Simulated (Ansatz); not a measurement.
# Direct or indirect: IrSI sheet (P3m1)

```
Ir I S
1.0
     3.64024    0.00104    0.00000
    -1.82107    3.15199    0.00000
     0.00000    0.00000   29.31880
Ir I S
1 1 1
Direct
  0.00083 0.99917 0.32922
  0.33414 0.66586 0.26797
  0.66750 0.33250 0.36769
```

Method: Ansatz, PBE, independent particles, without spin-orbit coupling, line width 0.1 eV (Gaussian). The band structure gives a fundamental gap of 0.64 eV. The spectrum of vertical transitions near the edge:

| E (eV) | absorbance (%), E ∥ xy |
| --- | --- |
| 0.18 | 0.00 |
| 0.30 | 0.00 |
| 0.42 | 0.00 |
| 0.54 | 0.00 |
| 0.66 | 0.00 |
| 0.78 | 0.00 |
| 0.90 | 0.00 |
| 1.02 | 0.00 |
| 1.14 | 0.03 |
| 1.26 | 1.01 |
| 1.38 | 6.07 |
| 1.50 | 15.78 |
| 1.62 | 13.61 |
| 1.74 | 9.56 |
| 1.86 | 9.09 |
| 1.98 | 10.49 |
| 2.10 | 14.02 |
| 2.22 | 15.01 |
| 2.34 | 13.57 |
| 2.46 | 9.55 |
| 2.58 | 9.30 |

Q: Is the gap direct or indirect, and about where do vertical transitions set in?

A: Indirect, by the band path, whose least direct gap is 1.32 eV. The curves fit this: they stay near zero above 0.64 eV and rise only from about 1.3 eV, though a forbidden direct transition would look alike. Lines are broadened by 0.1 eV, which spreads the edge, and phonons, which would give weak absorption from the fundamental gap up, are left out.

Cells made by substitution are models, which may or may not match a known phase.

[Logs are printed without paths, hosts, clocks, repeated set-up lines and the standing remarks that a program may print on its own settings, such as how far it seeks lower states.]
